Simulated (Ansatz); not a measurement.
# Changed inputs in constrained RPA: NiF3 (honeycomb trihalide sheet)

What does U in NiF3 (honeycomb trihalide sheet) depend on besides the window?

Main program and level: Ansatz 0.2.0; constrained RPA on PBEsol, plane waves, PAW.

## Step 1: Set-up

The cell holds 8 atoms: 2 Ni and 6 F. Its edges and angles: a = 5.015 Å, b = 5.015 Å, c = 28.291 Å, α = 90.0°, β = 90.0°, γ = 120.0°. Vacuum lies along c.

The structure was relaxed with PBEsol. The structure was generated from a model, not taken from a measurement. The runs that relaxed it are not among those shown. The program's search for lower electronic states was switched off, so nothing shows that the state found is the lowest. The default PAW set here is soft_2. Its files were made with PBE. The Coulomb interaction is cut off across the vacuum.

## Step 2: Base: Ni eg, bands v1 to c3, 6×6×1 mesh, medium accuracy

Constrained RPA screens the interaction with every transition except those inside the target bands, which a later many-body model would treat itself.

Contents of input.yaml:

```yaml
crystal:
  lattice:
    - [4.09505735, -2.04752868, 2.04752868]
    - [-2.04752868, -2.04752868, -4.09505735]
    - [16.33393194, 16.33393194, -16.33393194]
  atoms:
    - { symbol: Ni, position: [0.3333333333, 0.6666666667, 0.3224606945] }
    - { symbol: Ni, position: [0.6666666667, 0.3333333333, 0.3224606945] }
    - { symbol: F, position: [0.3652212113, 0.0, 0.3568760208] }
    - { symbol: F, position: [0.0, 0.3652212113, 0.3568760208] }
    - { symbol: F, position: [0.6347787887, 0.6347787887, 0.3568760208] }
    - { symbol: F, position: [0.6347787887, 0.0, 0.2880453682] }
    - { symbol: F, position: [0.0, 0.6347787887, 0.2880453682] }
    - { symbol: F, position: [0.3652212113, 0.3652212113, 0.2880453682] }
  periodic: [true, true, false]
kpoints:
  mp_grid: { grid: [6, 6, 1] }
hamiltonian:
  xc: pbesol
scf:
  occupations: { method: gaussian, width: 0.08 }
  n_extra_bands: 24
  max_iter: 150
  lower_state_search: "off"
output:
  crpa:
    kmesh: [6, 6, 1]
    target_bands: [v1, c3]
    projections: [{ species: Ni, l: d, shell: 3, orbitals: [dz2, dx2-y2] }]
  local_orbitals:
    kmesh: [12, 12, 1]
    orbitals: [{ species: Ni, l: d, shell: 3, orbitals: [dz2, dx2-y2] }]
    window: { bands: [v1, c3] }
    seedname: lo
```

Launch:

```
> ansatz run input.yaml --threads 4 --pin off --max-ram 14745MiB --backend cpu --events-out ev --progress --plain --runs-dir out
```

Numbers of over 12 decimals in the logs are rounded to 6 here.

The program printed:

```text
Warning: crystal.periodic: the lattice vector that does not repeat stood 1e-7° off the slab's normal, 28.291 Å along it as the deck builds it. The run solves the slab on a vector along the normal, 28.291 Å long, with every atom where it was (on the deck's vector they left 26.34 Å outside them, and the widest stretch free of ions among them is 0.97 Å). A fractional position that the run reports is one of the run's cel [...]
crystal.periodic: the lattice vector that does not repeat stood 1e-7° off the slab's normal, 28.291 Å along it as the deck builds it. The run solves the slab on a vector along the normal, 28.291 Å long, with every atom where it was (on the deck's vector they left 26.34 Å outside them, and the widest stretch free of ions among them is 0.97 Å). A fractional position that the run reports is one of the run's cell, which  [...]
scf.n_extra_bands = 24 over 39 filled bands (N_el = 78.0): the run solves 63 bands
Engine: ansatz 0.2.0, aarch64-unknown-linux-gnu
Pseudopotentials: kind: paw
Pseudopotential: Ni, paw, valence charge 18, recommended cutoff 420 eV (normal), Ni.paw.azcp
Pseudopotential: F, paw, valence charge 7, recommended cutoff 420 eV (normal), F.paw.azcp
Functional definition: PBEsol
  exchange = pbesol_x
  correlation = pbesol_c
Crystal: 8 atoms, lattice volume = 616.302 Å³
Basis set: ecut = 420 eV, 12173 PW (Γ)
Bands: 63, of which v1, the nominal top of the filled ones, is band 39 counted from 1 (38 counted from 0)
Symmetry: 12 space group operations
Space group: P-31m (ITA 162), of the structure as read, at distance tolerance 8.5e-5 Å
k-points: 7 of 36
Non-local potential: Ni, projectors of the file, l = 0: 3, l = 1: 2, l = 2: 3, l = 3: 1
Non-local potential: F, projectors of the file, l = 0: 2, l = 1: 2, l = 2: 1
PAW form: soft (Blöchl's): semilocal exchange-correlation on the pseudo side does not see the compensation charge
PAW frozen core: Ni, regenerated for the run's functional, and the local potential with it (the file was generated under x = pbe(κ = 0.804, μ = 0.219515), c = pbe(β = 0.066725))
PAW frozen core: F, regenerated for the run's functional, and the local potential with it (the file was generated under x = pbe(κ = 0.804, μ = 0.219515), c = pbe(β = 0.066725))
PAW one-centre angular grid: Ni, 590 points (default); XC on 64 Gauss nodes
PAW one-centre angular grid: F, 110 points (default); XC on 64 Gauss nodes
Initial density: superposition of atomic densities (neutral atoms: chi_scale 0, normalization atom), corrected by the library's trained network
Initial wavefunctions: pseudopotential atomic-orbital guess
Functional: x = pbesol(κ = 0.804, μ = 0.123457), c = pbesol(β = 0.046)
[...]
cRPA screening: q 22/36 (q-point 11)
cRPA screening: q 26/36 (q-point 12)
cRPA screening: q 28/36 (q-point 15)
cRPA screening: q 30/36 (q-point 16)
cRPA screening: q 34/36 (q-point 17)
cRPA screening: q 36/36 (q-point 22)
SCF converged after 10 iterations
Free energy (F): -16407.528676 eV
Harris-Foulkes:  -16407.528675 eV  (|F-HF|=2.30e-7)
Internal energy: -16407.470183 eV  (E = F + TS)
E sigma→0 (E₀):  -16407.499429 eV
Entropy (-TS):   -0.058493 eV (-7.312 meV/atom)
Fermi energy:    -7.637007 eV
--- Per-component energies (eV) ---
  E_band       = -2250.800506
  E_kinetic    = 1777.912687
  E_local      = -168252.637694  (includes V_loc(G=0)·N_el)
  E_nonlocal   = 1710.629118
  E_hartree    = 82372.034795
  E_xc         = -632.635571
  E_vxc        = -816.345529  (∫ρ·V_xc dr)
  E_paw        = -4337.054370  (= ΣΔE_a)
  E_vpaw       = -1414.370060  (= ΣTr[D̂ρ^β])
  E_aug_tail   = 0.011950  (compensation charges beyond the density's cutoff)
  E_ewald      = 70953.619668
  E_core_change = 0.649234  (= ΣΔE_core)
  E_smearing   = -0.058493  (= −TS)
  E_closure    = -0.000000  (closes the sum)
  Σ components = -16407.528676   (vs F -16407.528676, Δ=0.00e0)
--- Band table (eV; the first three rows and the last of 7) ---
  k-point 0: bands = [... 35 lower, -8.9107, -8.9107, -8.8077, -7.6096, -7.6096, -7.1311, -7.1311, -1.5741, ... 20 higher]
  k-point 1: bands = [... 35 lower, -8.8608, -8.8320, -8.8062, -7.6260, -7.6026, -7.2032, -7.1270, -1.2511, ... 20 higher]
  k-point 2: bands = [... 35 lower, -8.8669, -8.8004, -8.7133, -7.6555, -7.6318, -7.2838, -7.1242, -0.3791, ... 20 higher]
  k-point 6: bands = [... 35 lower, -8.9264, -8.9264, -8.7371, -7.7699, -7.4741, -7.4741, -7.0221, 1.3929, ... 20 higher]
  the weakly bound empty levels are not read free of the cell's end (no_gap_told)
--- cRPA (band scheme, projected local orbitals): target bands 39..42 (1-based), 4 Wannier function(s), 6×6×1 mesh, 84 bands' worth read of 89 solved, ecut_chi 136.0 eV, v(q+G=0) probe_charge, pair densities all_electron ---
  bands read: the sum over 84 bands ends inside a degenerate multiplet in 1 slot, whose members it reads at an even weight; the widest, k=0: bands 84 to 85 (counted from 1) at 1/2 each
  χ-basis size per q: N_G = 2206..2237
  window electrons = 2.0000, filled by tetrahedron_uncorrected; constrained ε̄⁻¹(q = 0, 0) head = 0.772717; min gauge Gram eig = 0.5531
  Kanamori averages over each shell's own Wannier functions (sites counted from 0, functions from 1):
  Each shell's averages of U are screened by what lies outside the whole window alone: parameters of one model of all the shells.
    Site 0, 3D, 2 of 5 d orbitals (Wannier functions 1, 2; wannier90's mr 1, 4):
      screened: U = 4.6553 eV, U' = 3.6827 eV, J = 0.4863 eV
      screened, to within: U = 9.0e-3 eV, U' = 9.0e-3 eV, J = 8.2e-4 eV
      bare: V = 17.3331 eV, V' = 15.7147 eV, J = 0.8092 eV
    Site 1, 3D, 2 of 5 d orbitals (Wannier functions 3, 4; wannier90's mr 1, 4):
      screened: U = 4.6553 eV, U' = 3.6827 eV, J = 0.4863 eV
      screened, to within: U = 9.0e-3 eV, U' = 9.0e-3 eV, J = 8.2e-4 eV
      bare: V = 17.3331 eV, V' = 15.7147 eV, J = 0.8092 eV
  Hermiticity witness max|P − P†| over intra, direct and exchange elements: 5.33e-15 eV (screened), 1.70e-17 eV (bare)
  Reality witness max|Im| over intra, direct and exchange elements: 5.94e-12 eV (screened), 1.18e-11 eV (bare)
```

Elapsed: 19 min, on 4 threads of Arm Neoverse V2, shared host; peak memory 3.5 GiB; 73 min of CPU time.

This step gave:

```
U                                                 : 4.655 eV
U prime (inter-orbital)                           : 3.683 eV
J                                                 : 0.4863 eV
bare V                                            : 17.33 eV
bare J                                            : 0.8092 eV
stated bound on U                                 : 0.008995 eV
U over bare V                                     : 0.2686
electrons in the window                           : 2.000
head of the constrained inverse dielectric matrix : 0.7727
least eigenvalue of the projection's overlap      : 0.5531
target functions                                  : 4
bands in the sums                                 : 84
r.m.s. miss of the model bands                    : 1.00e-5 eV
width of the target bands                         : 0.7478 eV
weight of the projected orbitals in the window    : 0.5979
```

On the Ni eg shell, screening brings the on-site interaction from 17.3 eV down to U = 4.66 eV.

## Step 3: Changed: 3×3×1 mesh

Changes to input.yaml since step 2:

```diff
@@ -26,9 +26,4 @@
   crpa:
-    kmesh: [6, 6, 1]
+    kmesh: [3, 3, 1]
     target_bands: [v1, c3]
     projections: [{ species: Ni, l: d, shell: 3, orbitals: [dz2, dx2-y2] }]
-  local_orbitals:
-    kmesh: [12, 12, 1]
-    orbitals: [{ species: Ni, l: d, shell: 3, orbitals: [dz2, dx2-y2] }]
-    window: { bands: [v1, c3] }
-    seedname: lo
```

The program printed:

```text
[...]
Crystal: 8 atoms, lattice volume = 616.302 Å³
Basis set: ecut = 420 eV, 12173 PW (Γ)
Bands: 63, of which v1, the nominal top of the filled ones, is band 39 counted from 1 (38 counted from 0)
Symmetry: 12 space group operations
[...]
k-points: 7 of 36
[...]
SCF iter   1: F=—  HF=-16407.577359 eV  |F-HF|=—  |Δ(HF+E_count)|=         —  Δρ=7.48e-3  dr2=2.15e-1  ethr=1.77e-3  ⟨swp⟩=7.7  Hψ=2227  notcnv=0  defer=87
[...]
SCF iter  10: F=-16407.528676 eV  HF=-16407.528675 eV  |F-HF|=2.30e-7  |Δ(HF+E_count)|=   6.44e-6  Δρ=4.49e-6  dr2=8.23e-8  ethr=1.28e-10  ⟨swp⟩=27.4  Hψ=4447  notcnv=0
SCF 1 converged in 10 iterations: F = -16407.528676 eV  dr2 = 8.23e-8
[...]
NSCF: frozen V_eff on 3 k-points
[...]
cRPA screening: q 1/9
cRPA screening: q 2/9
cRPA screening: q 6/9 (q-point 5)
cRPA screening: q 8/9 (q-point 6)
[...]
k-point 1: bands = [... 35 lower, -8.8608, -8.8320, -8.8062, -7.6260, -7.6026, -7.2032, -7.1270, -1.2511, ... 20 higher]
  k-point 2: bands = [... 35 lower, -8.8669, -8.8004, -8.7133, -7.6555, -7.6318, -7.2838, -7.1242, -0.3791, ... 20 higher]
  k-point 6: bands = [... 35 lower, -8.9264, -8.9264, -8.7371, -7.7699, -7.4741, -7.4741, -7.0221, 1.3929, ... 20 higher]
  the weakly bound empty levels are not read free of the cell's end (no_gap_told)
[...]
χ-basis size per q: N_G = 2217..2237
[...]
Site 0, 3D, 2 of 5 d orbitals (Wannier functions 1, 2; wannier90's mr 1, 4):
      screened: U = 4.6867 eV, U' = 3.7149 eV, J = 0.4859 eV
      screened, to within: U = 9.9e-3 eV, U' = 9.9e-3 eV, J = 9.3e-4 eV
      bare: V = 17.3620 eV, V' = 15.7438 eV, J = 0.8091 eV
    Site 1, 3D, 2 of 5 d orbitals (Wannier functions 3, 4; wannier90's mr 1, 4):
      screened: U = 4.6867 eV, U' = 3.7149 eV, J = 0.4859 eV
      screened, to within: U = 9.9e-3 eV, U' = 9.9e-3 eV, J = 9.3e-4 eV
      bare: V = 17.3620 eV, V' = 15.7438 eV, J = 0.8091 eV
[...]
[key lines of the parts left out:]
SCF converged after 10 iterations
Free energy (F): -16407.528676 eV
Fermi energy:    -7.637007 eV
```

Wall time 3.2 min (4 threads); peak memory 3.1 GiB; 12 min of CPU time.

Numbers from this step:

```yaml
u: 4.687 eV
u_prime_inter_orbital: 3.715 eV
j: 0.4859 eV
bare_v: 17.36 eV
bare_j: 0.8091 eV
stated_bound_on_u: 0.009893 eV
u_over_bare_v: 0.2699
electrons_in_the_window: 2.000
head_of_the_constrained_inverse_dielectric_matrix: 0.7424
least_eigenvalue_of_the_projection_s_overlap: 0.5531
target_functions: 4
bands_in_the_sums: 84
width_of_the_target_bands: 0.7478 eV
weight_of_the_projected_orbitals_in_the_window: 0.5979
```

On the Ni eg shell, screening brings the on-site interaction from 17.4 eV down to U = 4.69 eV.

## Step 4: Changed: spin-orbit coupling, which the program doesn't serve

This step: constrained RPA on PBEsol with spin-orbit coupling, plane waves, PAW.

Changes to input.yaml since step 3:

```diff
@@ -24,5 +24,8 @@
   lower_state_search: "off"
+magnetization:
+  noncollinear: true
+  spin_orbit: true
 output:
   crpa:
-    kmesh: [3, 3, 1]
+    kmesh: [6, 6, 1]
     target_bands: [v1, c3]
```

The program printed:

```text
Error: output.crpa with magnetization.noncollinear: true — the cRPA pipeline runs scalar-band solve channels only (unpolarised or collinear) — spinor oscillator elements are not implemented; use a collinear or unpolarised deck, or drop the output.crpa: request
crystal.periodic: the vector that does not repeat, 1e-7° off the slab's normal and 28.291 Å along it as the deck builds it, stands along the normal, 28.291 Å long
```

Run time: 0.02 s. Hardware: 4 threads; peak memory 0.034 GiB.

The program refused the input before any cycle.

The program's message: “Error: output.crpa with magnetization.noncollinear: true — the cRPA pipeline runs scalar-band solve channels only (unpolarised or collinear) — spinor oscillator elements are not implemented; use a col …”

The fault put into this input: spin-orbit coupling, which the program doesn't serve.

## Step 5: Changed: strain -1.5%

This step: constrained RPA on PBEsol, plane waves, PAW.

The cell differs from the one that the last finished run ended in (a 5.015 → 4.940 Å, b 5.015 → 4.940 Å).

Changes to input.yaml since step 4:

```diff
@@ -2,4 +2,4 @@
   lattice:
-    - [4.09505735, -2.04752868, 2.04752868]
-    - [-2.04752868, -2.04752868, -4.09505735]
+    - [4.0336314898, -2.0168157498, 2.0168157498]
+    - [-2.0168157498, -2.0168157498, -4.0336314898]
     - [16.33393194, 16.33393194, -16.33393194]
@@ -24,5 +24,2 @@
   lower_state_search: "off"
-magnetization:
-  noncollinear: true
-  spin_orbit: true
 output:
@@ -32 +29,6 @@
     projections: [{ species: Ni, l: d, shell: 3, orbitals: [dz2, dx2-y2] }]
+  local_orbitals:
+    kmesh: [12, 12, 1]
+    orbitals: [{ species: Ni, l: d, shell: 3, orbitals: [dz2, dx2-y2] }]
+    window: { bands: [v1, c3] }
+    seedname: lo
```

The program printed:

```text
[...]
Crystal: 8 atoms, lattice volume = 597.951 Å³
Basis set: ecut = 420 eV, 11657 PW (Γ)
Bands: 63, of which v1, the nominal top of the filled ones, is band 39 counted from 1 (38 counted from 0)
Symmetry: 12 space group operations
[...]
k-points: 7 of 36
[...]
screened: U = 4.8064 eV, U' = 3.8150 eV, J = 0.4957 eV
      screened, to within: U = 8.9e-3 eV, U' = 8.9e-3 eV, J = 8.0e-4 eV
      bare: V = 17.4966 eV, V' = 15.8650 eV, J = 0.8158 eV
    Site 1, 3D, 2 of 5 d orbitals (Wannier functions 3, 4; wannier90's mr 1, 4):
      screened: U = 4.8064 eV, U' = 3.8150 eV, J = 0.4957 eV
      screened, to within: U = 8.9e-3 eV, U' = 8.9e-3 eV, J = 8.0e-4 eV
      bare: V = 17.4966 eV, V' = 15.8650 eV, J = 0.8158 eV
[...]
[key lines of the parts left out:]
SCF converged after 11 iterations
Free energy (F): -16407.484558 eV
Fermi energy:    -7.469171 eV
```

Elapsed: 17 min, on 4 threads; peak memory 3.5 GiB; 67 min of CPU time.

This step gave:

- U: 4.806 eV
- U prime (inter-orbital): 3.815 eV
- J: 0.4957 eV
- bare V: 17.50 eV
- bare J: 0.8158 eV
- stated bound on U: 0.008843 eV
- U over bare V: 0.2747
- electrons in the window: 2.000
- head of the constrained inverse dielectric matrix: 0.7784
- least eigenvalue of the projection's overlap: 0.5520
- target functions: 4
- bands in the sums: 84
- r.m.s. miss of the model bands: 9.48e-6 eV
- width of the target bands: 0.7477 eV
- weight of the projected orbitals in the window: 0.5973

On the Ni eg shell, screening brings the on-site interaction from 17.5 eV down to U = 4.81 eV.

## Step 6: Side by side

Times are wall times on 4 threads of Arm Neoverse V2, shared host, good to a factor of about two.

| run | bare V (eV) | U (eV) | J (eV) | bound on U (eV) | width (eV) | time |
| --- | --- | --- | --- | --- | --- | --- |
| target window | 17.33 | 4.655 | 0.486 | 0.0090 | 0.75 | 19 min |
| 3×3×1 mesh | 17.36 | 4.687 | 0.486 | 0.0099 | 0.75 | 3.2 min |
| strain -1.5% | 17.50 | 4.806 | 0.496 | 0.0088 | 0.75 | 17 min |

## Step 7: Results

| Quantity | Value |
| --- | --- |
| target window | U 4.66 eV, J 0.49 eV |
| 3×3×1 mesh | U 4.69 eV, J 0.49 eV |
| strain -1.5% | U 4.81 eV, J 0.50 eV |

In words: 3×3×1 mesh moves U by +0.03 eV at 0.17 times the time. Strain -1.5% moves U by +0.15 eV. The printed bound covers the solver alone, not the mesh, and no denser mesh than the base was run. The parent state is non-magnetic and the interaction static (zero frequency); U depends on the window and the orbitals, so it belongs to this model alone.

[Paths, hosts, dates, memory and timing lines, banners, echoed tables and standing remarks are left out of the program output.]

[Logs are printed without paths, hosts, clocks, repeated set-up lines and the standing remarks that a program may print on its own settings, such as how far it seeks lower states.]

[Runs of the session that timed out or met a known fault of the program may be left out.]

[Hosts, paths, dates, database ids (printed as entryN), source tags and the programs' standing remarks are cut or masked in the printed files.]
